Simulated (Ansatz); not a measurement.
The compound is SrCuO3 (cubic perovskite) (Pm-3m).

The structure was built from a prototype and need not be the compound's stable phase.

```
Sr Cu O
1.0
     0.00000   -3.76735    0.00000
     0.00000    0.00000    3.76735
    -3.76735    0.00000    0.00000
Sr Cu O
1 1 3
Cartesian
  0.0000 0.0000 0.0000
  -1.8837 -1.8837 1.8837
  0.0000 -1.8837 1.8837
  -1.8837 -1.8837 0.0000
  -1.8837 0.0000 1.8837
```

The structure was relaxed with LDA. The structure type comes from a generator and need not be one that this composition takes. The structure was generated from a model, not taken from a measurement. The runs that relaxed it are not among those shown. The program's search for lower electronic states was switched off, so nothing shows that the state found is the lowest. PAW set soft_2, made with PBE.

A constrained-RPA run (Ansatz 0.2.0; non-magnetic LDA; Cu d + anion p, bands v13 to c1, 4×4×4 mesh, medium accuracy) builds 14 functions on bands 9.8 eV wide, with 25.0 electrons in the window. The bare on-site interaction is 28.7 eV and the bare J 1.01 eV.

Question: Estimate U, U′ and J.

On the Cu d shell, U = 11.90 eV (41 % of the bare value), U′ = 10.19 eV, J = 0.86 eV.

The parent state is non-magnetic and the interaction static (zero frequency); U depends on the window and the orbitals, so it belongs to this model alone. A window that holds the anion p bands defines a model with explicit ligands; its U belongs to that model and is not the U of DFT+U.

[Paths, hosts, dates, memory and timing lines, banners, echoed tables and standing remarks are left out of the program output.]

[Logs are printed without paths, hosts, clocks, repeated set-up lines and the standing remarks that a program may print on its own settings, such as how far it seeks lower states.]

[Runs of the session that timed out or met a known fault of the program may be left out.]

[Hosts, paths, dates, database ids (printed as entryN), source tags and the programs' standing remarks are cut or masked in the printed files.]
